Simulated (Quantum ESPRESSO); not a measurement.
# MnGa4: parallel and opposed starts

A self-consistent run ends on one state, which hangs on the start. Several orders of MnGa4 are started in Quantum ESPRESSO and their energies compared.

Main program and level: Quantum ESPRESSO 7.5; LDA; plane waves with GBRV 1.5 LDA potentials, no spin-orbit coupling.

**Measured values to reproduce.**

“Antiferromagnetic ground state in the MnGa4 intermetallic compound” (2018, arxiv:1802.03256) reports for MnGa4, cubic PtHg4 type, by neutron powder diffraction (annealed stoichiometric polycrystalline sample, 1.5 K): moment (ordered moment per Mn) 0.8 ± 0.03 μB.

### Step 1. The structure

The structure is cubic, space group Im-3m (No. 229). The conventional cell has a = 5.544 Å, b = 5.544 Å, c = 5.544 Å, α = 90.00°, β = 90.00°, γ = 90.00°. Mn has 8 Ga at 2.40 Å nearest. Ga has 2 Mn at 2.40 Å nearest. Farther neighbours are not listed.

The cell comes from Materials Project 2023-11-01, a database of computed structures, and need not be the stable phase.

### Step 2. Run 1 (ferro +)

The signs are those of the starting moments on the seeded atoms, the atoms that are given a moment.

Input file pw.in:

```
&CONTROL
  calculation = 'scf'
  prefix = 'pwscf'
  outdir = './tmp'
  pseudo_dir = './pseudo'
  disk_io = 'nowf'
/
&SYSTEM
  ibrav = 0
  celldm(1) = 8
  nat = 5
  ntyp = 2
  ecutwfc = 40
  ecutrho = 280
  nbnd = 59
  occupations = 'smearing'
  smearing = 'fd'
  degauss = 0.00734986
  nspin = 2
  starting_magnetization(1) = 0.2333
  starting_magnetization(2) = 0
/
&ELECTRONS
  conv_thr = 1d-08
  electron_maxstep = 150
  mixing_beta = 0.3
/
ATOMIC_SPECIES
Mn     54.9380 mn_lda_v1.5.uspp.F.UPF
Ga     69.7230 ga_lda_v1.4.uspp.F.UPF
CELL_PARAMETERS alat
  -0.6547580689629    0.6547580689629    0.6547580689629
   0.6547580689629   -0.6547580689629    0.6547580689629
   0.6547580689629    0.6547580689629   -0.6547580689629
ATOMIC_POSITIONS crystal
Mn      0.0000000000    0.0000000000    0.0000000000
Ga      0.0000000000    0.0000000000    0.5000000000
Ga      0.0000000000    0.5000000000    0.0000000000
Ga      0.5000000000    0.0000000000    0.0000000000
Ga      0.5000000000    0.5000000000    0.5000000000
K_POINTS automatic
6 6 6 0 0 0
```

Started as:

```console
$ OMP_NUM_THREADS=1 mpirun -n 4 pw.x -nk 4 -in pw.in > pw.out
```

The log of the run:

```text
Program PWSCF v.7.5 starts

     Message from routine setup:
     using ibrav=0 with symmetry is DISCOURAGED, use correct ibrav instead

     K-points division:     npool     =       4
     Subspace diagonalization in iterative solution of the eigenvalue problem:

     G-vector sticks info
     --------------------
     sticks:   dense  smooth     PW     G-vecs:    dense   smooth      PW
     Sum        1733     981    337                45611    19477    3925

     Using Slab Decomposition

     bravais-lattice index     =            0
     lattice parameter (alat)  =       8.0000  a.u.
     unit-cell volume          =     574.8738 (a.u.)^3
     number of atoms/cell      =            5
     number of atomic types    =            2
     number of electrons       =        91.00
     number of Kohn-Sham states=           59
     kinetic-energy cutoff     =      40.0000  Ry
     charge density cutoff     =     280.0000  Ry
     scf convergence threshold =      1.0E-08
     mixing beta               =       0.3000
     number of iterations used =            8  plain     mixing
     Exchange-correlation=  SLA  PZ   NOGX NOGC
                           (   1   1   0   0   0   0   0)

     celldm(1)=   8.000000  celldm(2)=   0.000000  celldm(3)=   0.000000
     celldm(4)=   0.000000  celldm(5)=   0.000000  celldm(6)=   0.000000

     crystal axes: (cart. coord. in units of alat)
               a(1) = (  -0.654758   0.654758   0.654758 )
               a(2) = (   0.654758  -0.654758   0.654758 )
               a(3) = (   0.654758   0.654758  -0.654758 )

     reciprocal axes: (cart. coord. in units 2 pi/alat)
               b(1) = (  0.000000  0.763641  0.763641 )
               b(2) = (  0.763641  0.000000  0.763641 )
               b(3) = (  0.763641  0.763641  0.000000 )

     PseudoPot. # 1 for Mn read from file:
     mn_lda_v1.5.uspp.F.UPF
     Pseudo is Ultrasoft + core correction, Zval = 15.0
     Generated by new atomic code, or converted to UPF format
     Using radial grid of  859 points,  6 beta functions with:
                l(1) =   0
                l(2) =   0
                l(3) =   1
                l(4) =   1
                l(5) =   2
                l(6) =   2
     Q(r) pseudized with  8 coefficients,  rinner =    0.950   0.950   0.950
                                                       0.950   0.950

     PseudoPot. # 2 for Ga read from file:
     ga_lda_v1.4.uspp.F.UPF
     Pseudo is Ultrasoft + core correction, Zval = 19.0
     Generated by new atomic code, or converted to UPF format
     Using radial grid of  871 points,  6 beta functions with:
                l(1) =   0
                l(2) =   0
                l(3) =   1
                l(4) =   1
                l(5) =   2
                l(6) =   2
     Q(r) pseudized with  8 coefficients,  rinner =    1.250   1.250   1.250
                                                       1.250   1.250

     atomic species   valence    mass     pseudopotential
     Mn               15.00    54.93800     Mn( 1.00)
     Ga               19.00    69.72300     Ga( 1.00)

     Starting magnetic structure
     atomic species   magnetization
     Mn              0.233
     Ga              0.000

     48 Sym. Ops., with inversion, found

   Cartesian axes

     site n.     atom                  positions (alat units)
         1        Mn     tau(   1) = (   0.0000000   0.0000000   0.0000000  )
         2        Ga     tau(   2) = (   0.3273790   0.3273790  -0.3273790  )
         3        Ga     tau(   3) = (   0.3273790  -0.3273790   0.3273790  )
         4        Ga     tau(   4) = (  -0.3273790   0.3273790   0.3273790  )
         5        Ga     tau(   5) = (   0.3273790   0.3273790   0.3273790  )

     number of k points=    16  Fermi-Dirac smearing, width (Ry)=  0.0073
                       cart. coord. in units 2pi/alat
        k(    1) = (   0.0000000   0.0000000   0.0000000), wk =   0.0046296
        k(    2) = (   0.1272735   0.1272735   0.0000000), wk =   0.0555556
        k(    3) = (   0.2545469   0.2545469   0.0000000), wk =   0.0555556
        k(    4) = (  -0.3818204  -0.3818204   0.0000000), wk =   0.0277778
        k(    5) = (   0.2545469   0.1272735   0.1272735), wk =   0.1111111
        [... 11 further k-points ...]

     Dense  grid:    45611 G-vectors     FFT dimensions: (  50,  50,  50)

     Smooth grid:    19477 G-vectors     FFT dimensions: (  40,  40,  40)

     Check: negative core charge=   -0.000018
     Generating pointlists ...
     new r_m :   0.2339 (alat units)  1.8712 (a.u.) for type    1
     new r_m :   0.2339 (alat units)  1.8712 (a.u.) for type    2

     Initial potential from superposition of free atoms

     starting charge      86.4999, renormalised to      91.0000
     Starting wfcs are   61 randomized atomic wfcs

     Self-consistent Calculation

     iteration #  1     ecut=    40.00 Ry     beta= 0.30
     Davidson diagonalization with overlap
     ethr =  1.00E-02,  avg # of iterations =  5.8

     total energy              =   -1862.73242942 Ry
     estimated scf accuracy    <      33.35010024 Ry

     total magnetization       =     1.59 Bohr mag/cell
     absolute magnetization    =     2.15 Bohr mag/cell

     iteration #  2     ecut=    40.00 Ry     beta= 0.30
     Davidson diagonalization with overlap
     ethr =  1.00E-02,  avg # of iterations =  2.2

     total energy              =   -1871.00872180 Ry
     estimated scf accuracy    <       0.75358793 Ry

     total magnetization       =     0.97 Bohr mag/cell
     absolute magnetization    =     1.97 Bohr mag/cell

     iteration #  3     ecut=    40.00 Ry     beta= 0.30
     Davidson diagonalization with overlap
     ethr =  8.28E-04,  avg # of iterations =  2.3

     total energy              =   -1870.98624597 Ry
     estimated scf accuracy    <       2.44823294 Ry

     total magnetization       =     0.62 Bohr mag/cell
     absolute magnetization    =     1.55 Bohr mag/cell

     [... further iterations left out ...]

     iteration # 24     ecut=    40.00 Ry     beta= 0.30
     Davidson diagonalization with overlap
     ethr =  4.98E-10,  avg # of iterations =  3.9

     total energy              =   -1871.15885492 Ry
     estimated scf accuracy    <       0.00000017 Ry

     total magnetization       =     0.11 Bohr mag/cell
     absolute magnetization    =     0.15 Bohr mag/cell

     iteration # 25     ecut=    40.00 Ry     beta= 0.30
     Davidson diagonalization with overlap
     ethr =  1.89E-10,  avg # of iterations =  5.1

     total energy              =   -1871.15889907 Ry
     estimated scf accuracy    <       0.00000005 Ry

     total magnetization       =     0.06 Bohr mag/cell
     absolute magnetization    =     0.08 Bohr mag/cell

     iteration # 26     ecut=    40.00 Ry     beta= 0.30
     Davidson diagonalization with overlap
     ethr =  5.22E-11,  avg # of iterations =  4.9

     total energy              =   -1871.15890334 Ry
     estimated scf accuracy    <       0.00000002 Ry

     total magnetization       =     0.04 Bohr mag/cell
     absolute magnetization    =     0.06 Bohr mag/cell

     iteration # 27     ecut=    40.00 Ry     beta= 0.30
     Davidson diagonalization with overlap
     ethr =  2.37E-11,  avg # of iterations =  4.9

     Magnetic moment per site  (integrated on atomic sphere of radius R)
     atom   1 (R=0.234)  charge= 13.2855  magn=  0.0286
     atom   2 (R=0.234)  charge= 16.9816  magn= -0.0005
     atom   3 (R=0.234)  charge= 16.9816  magn= -0.0005
     atom   4 (R=0.234)  charge= 16.9816  magn= -0.0005
     atom   5 (R=0.234)  charge= 16.9816  magn= -0.0005

     End of self-consistent calculation

     [... lines left out ...]
     the Fermi energy is    12.1532 ev

!    total energy              =   -1871.15890995 Ry
     estimated scf accuracy    <          3.5E-09 Ry
     smearing contrib. (-TS)   =      -0.00665782 Ry
     internal energy E=F+TS    =   -1871.15225213 Ry

     The total energy is F=E-TS. E is the sum of the following terms:
     one-electron contribution =   -1488.81297821 Ry
     hartree contribution      =     782.49026675 Ry
     xc contribution           =    -217.23243158 Ry
     ewald contribution        =    -947.59710908 Ry

     total magnetization       =     0.03 Bohr mag/cell
     absolute magnetization    =     0.04 Bohr mag/cell

     convergence has been achieved in  27 iterations

=------------------------------------------------------------------------------=
   JOB DONE.
=------------------------------------------------------------------------------=
```

Wall time 59 s (4 MPI ranks of Arm Neoverse V2, shared host); peak memory 0.52 GiB; 3.9 min of CPU time.

Spin moment in the atom's sphere by atom:

| atom | spin moment in the atom's sphere (μB) |
| --- | --- |
| Mn1 | 0.0286 |
| Ga2 | -0.0005 |
| Ga3 | -0.0005 |
| Ga4 | -0.0005 |
| Ga5 | -0.0005 |

Read from the output:

- smearing term TS: 0.09058 eV
- magnetization: 0.026 μB
- absolute magnetization: 0.035 μB
- final state: non-magnetic

### Step 3. Run 2, typed as antiferro q=(1/2,1/2,1/2) +−

This order needs a doubled cell of 10 atoms. The wavevector q is in fractions of the reciprocal vectors of the crystal's primitive cell, as the cells of these inputs are built from it; moments change sign between cells as cos(2π q·R).

Input file pw.in:

```
&CONTROL
  calculation = 'scf'
  prefix = 'pwscf'
  outdir = './tmp'
  pseudo_dir = './pseudo'
  disk_io = 'nowf'
/
&SYSTEM
  ibrav = 0
  celldm(1) = 8
  nat = 10
  ntyp = 3
  ecutwfc = 40
  ecutrho = 280
  nbnd = 110
  occupations = 'smearing'
  smearing = 'fd'
  degauss = 0.00734986
  nspin = 2
  starting_magnetization(1) = 0.2333
  starting_magnetization(2) = -0.2333
  starting_magnetization(3) = 0
/
&ELECTRONS
  conv_thr = 2d-08
  electron_maxstep = 150
  mixing_beta = 0.3
/
ATOMIC_SPECIES
Mn1    54.9380 mn_lda_v1.5.uspp.F.UPF
Mn2    54.9380 mn_lda_v1.5.uspp.F.UPF
Ga     69.7230 ga_lda_v1.4.uspp.F.UPF
CELL_PARAMETERS alat
  -1.3095161379257    1.3095161379257    1.3095161379257
   0.0000000000000    0.0000000000000    1.3095161379257
   0.0000000000000    1.3095161379257    0.0000000000000
ATOMIC_POSITIONS crystal
Mn1     0.0000000000    0.0000000000    0.0000000000
Mn2     0.5000000000    0.0000000000    0.0000000000
Ga      0.7500000000    0.0000000000    0.5000000000
Ga      0.2500000000    0.0000000000    0.5000000000
Ga      0.7500000000    0.5000000000    0.0000000000
Ga      0.2500000000    0.5000000000    0.0000000000
Ga      0.2500000000    0.0000000000    0.0000000000
Ga      0.7500000000    0.0000000000    0.0000000000
Ga      0.7500000000    0.5000000000    0.5000000000
Ga      0.2500000000    0.5000000000    0.5000000000
K_POINTS automatic
3 6 6 0 0 0
```

The log of the run:

```text
[banner, memory and clock lines left out]
Program PWSCF v.7.5 starts

     Message from routine setup:
     using ibrav=0 with symmetry is DISCOURAGED, use correct ibrav instead

     bravais-lattice index     =            0
     lattice parameter (alat)  =       8.0000  a.u.
     unit-cell volume          =    1149.7476 (a.u.)^3
     number of atoms/cell      =           10
     number of atomic types    =            3
     number of electrons       =       182.00
     number of Kohn-Sham states=          110
     kinetic-energy cutoff     =      40.0000  Ry
     charge density cutoff     =     280.0000  Ry
     scf convergence threshold =      2.0E-08
     mixing beta               =       0.3000
     number of iterations used =            8  plain     mixing
     Exchange-correlation=  SLA  PZ   NOGX NOGC
                           (   1   1   0   0   0   0   0)

     celldm(1)=   8.000000  celldm(2)=   0.000000  celldm(3)=   0.000000
     celldm(4)=   0.000000  celldm(5)=   0.000000  celldm(6)=   0.000000

     crystal axes: (cart. coord. in units of alat)
               a(1) = (  -1.309516   1.309516   1.309516 )
               a(2) = (   0.000000   0.000000   1.309516 )
               a(3) = (   0.000000   1.309516   0.000000 )

     reciprocal axes: (cart. coord. in units 2 pi/alat)
               b(1) = ( -0.763641  0.000000  0.000000 )
               b(2) = (  0.763641 -0.000000  0.763641 )
               b(3) = (  0.763641  0.763641 -0.000000 )

     PseudoPot. # 1 for Mn read from file:
     mn_lda_v1.5.uspp.F.UPF
     Pseudo is Ultrasoft + core correction, Zval = 15.0

     PseudoPot. # 2 for Mn read from file:
     mn_lda_v1.5.uspp.F.UPF
     Pseudo is Ultrasoft + core correction, Zval = 15.0

     PseudoPot. # 3 for Ga read from file:
     ga_lda_v1.4.uspp.F.UPF
     Pseudo is Ultrasoft + core correction, Zval = 19.0

     atomic species   valence    mass     pseudopotential
     Mn1              15.00    54.93800     Mn( 1.00)
     Mn2              15.00    54.93800     Mn( 1.00)
     Ga               19.00    69.72300     Ga( 1.00)

     Starting magnetic structure
     atomic species   magnetization
     Mn1             0.233
     Mn2            -0.233
     Ga              0.000

     48 Sym. Ops., with inversion, found

   Cartesian axes

     site n.     atom                  positions (alat units)
         1        Mn1    tau(   1) = (   0.0000000   0.0000000   0.0000000  )
         2        Mn2    tau(   2) = (  -0.6547581   0.6547581   0.6547581  )
         3        Ga     tau(   3) = (  -0.9821371   1.6368952   0.9821371  )
         4        Ga     tau(   4) = (  -0.3273790   0.9821371   0.3273790  )
         5        Ga     tau(   5) = (  -0.9821371   0.9821371   1.6368952  )
         6        Ga     tau(   6) = (  -0.3273790   0.3273790   0.9821371  )
         7        Ga     tau(   7) = (  -0.3273790   0.3273790   0.3273790  )
         8        Ga     tau(   8) = (  -0.9821371   0.9821371   0.9821371  )
         9        Ga     tau(   9) = (  -0.9821371   1.6368952   1.6368952  )
        10        Ga     tau(  10) = (  -0.3273790   0.9821371   0.9821371  )

     number of k points=    10  Fermi-Dirac smearing, width (Ry)=  0.0073
                       cart. coord. in units 2pi/alat
        k(    1) = (   0.0000000   0.0000000   0.0000000), wk =   0.0092593
        k(    2) = (   0.1272735   0.1272735   0.0000000), wk =   0.1111111
        k(    3) = (   0.2545469   0.2545469   0.0000000), wk =   0.1111111
        k(    4) = (  -0.3818204  -0.3818204   0.0000000), wk =   0.0277778
        k(    5) = (   0.2545469   0.1272735   0.1272735), wk =   0.2222222
        [... 5 further k-points ...]

     Dense  grid:    91047 G-vectors     FFT dimensions: ( 100,  60,  60)

     Smooth grid:    39127 G-vectors     FFT dimensions: (  75,  45,  45)

     Check: negative core charge=   -0.000018
     Generating pointlists ...
     new r_m :   0.2339 (alat units)  1.8712 (a.u.) for type    1
     new r_m :   0.2339 (alat units)  1.8712 (a.u.) for type    2
     new r_m :   0.2339 (alat units)  1.8712 (a.u.) for type    3

     Initial potential from superposition of free atoms

     starting charge     172.9999, renormalised to     182.0000
     Starting wfcs are  122 randomized atomic wfcs

     Self-consistent Calculation

     iteration #  1     ecut=    40.00 Ry     beta= 0.30
     Davidson diagonalization with overlap
     ethr =  1.00E-02,  avg # of iterations =  5.0

     total energy              =   -3726.30318016 Ry
     estimated scf accuracy    <      64.86732241 Ry

     total magnetization       =     0.00 Bohr mag/cell
     absolute magnetization    =     4.49 Bohr mag/cell

     iteration #  2     ecut=    40.00 Ry     beta= 0.30
     Davidson diagonalization with overlap
     ethr =  1.00E-02,  avg # of iterations =  2.7

     total energy              =   -3742.20431812 Ry
     estimated scf accuracy    <       0.92464059 Ry

     total magnetization       =    -0.00 Bohr mag/cell
     absolute magnetization    =     4.40 Bohr mag/cell

     [... further iterations left out ...]

     iteration # 17     ecut=    40.00 Ry     beta= 0.30
     Davidson diagonalization with overlap
     ethr =  1.97E-11,  avg # of iterations =  4.8

     total energy              =   -3742.31857360 Ry
     estimated scf accuracy    <       0.00000003 Ry

     total magnetization       =    -0.00 Bohr mag/cell
     absolute magnetization    =     1.72 Bohr mag/cell

     iteration # 18     ecut=    40.00 Ry     beta= 0.30
     Davidson diagonalization with overlap
     ethr =  1.44E-11,  avg # of iterations =  1.1

     Magnetic moment per site  (integrated on atomic sphere of radius R)
     atom   1 (R=0.234)  charge= 13.2849  magn=  0.6890
     atom   2 (R=0.234)  charge= 13.2849  magn= -0.6892
     atom   3 (R=0.234)  charge= 16.9830  magn=  0.0000
     atom   4 (R=0.234)  charge= 16.9830  magn=  0.0000
     atom   5 (R=0.234)  charge= 16.9830  magn=  0.0000
     atom   6 (R=0.234)  charge= 16.9830  magn=  0.0000
     atom   7 (R=0.234)  charge= 16.9830  magn=  0.0000
     atom   8 (R=0.234)  charge= 16.9830  magn=  0.0000
     atom   9 (R=0.234)  charge= 16.9830  magn=  0.0000
     atom  10 (R=0.234)  charge= 16.9830  magn=  0.0000

     End of self-consistent calculation

     [... lines left out ...]
     the Fermi energy is    12.1569 ev

!    total energy              =   -3742.31857361 Ry
     estimated scf accuracy    <          3.4E-09 Ry
     smearing contrib. (-TS)   =      -0.01123753 Ry
     internal energy E=F+TS    =   -3742.30733608 Ry

     The total energy is F=E-TS. E is the sum of the following terms:
     one-electron contribution =   -2977.58379365 Ry
     hartree contribution      =    1564.95553467 Ry
     xc contribution           =    -434.48485893 Ry
     ewald contribution        =   -1895.19421816 Ry

     total magnetization       =    -0.00 Bohr mag/cell
     absolute magnetization    =     1.72 Bohr mag/cell

     convergence has been achieved in  18 iterations
```

Wall time 2.5 min (4 MPI ranks); peak memory 0.98 GiB; 10 min of CPU time.

Spin moment in the atom's sphere by atom:

| atom | spin moment in the atom's sphere (μB) |
| --- | --- |
| Mn1 | 0.689 |
| Mn2 | -0.689 |
| Ga3 | 0.000 |
| Ga4 | 0.000 |
| Ga5 | 0.000 |
| Ga6 | 0.000 |
| Ga7 | 0.000 |
| Ga8 | 0.000 |
| Ga9 | 0.000 |
| Ga10 | 0.000 |

Numbers from this step:

- smearing term TS: 0.1529 eV
- magnetization: 0 μB
- absolute magnetization: 1.723 μB
- final state: antiferromagnetic

[end of part 1 of 2]

[Logs and program files are shortened in this print: banners, set-up blocks, solver, clock and traceback lines can be left out without a mark of their own.]

[Logs are printed without paths, hosts, clocks, repeated set-up lines and the standing remarks that a program may print on its own settings, such as how far it seeks lower states.]

[Hosts, paths, dates, database ids (printed as entryN), source tags and the programs' standing remarks are cut or masked in the printed files.]

[Where a cell is said to come from a database of computed structures, the database is the Materials Project.]
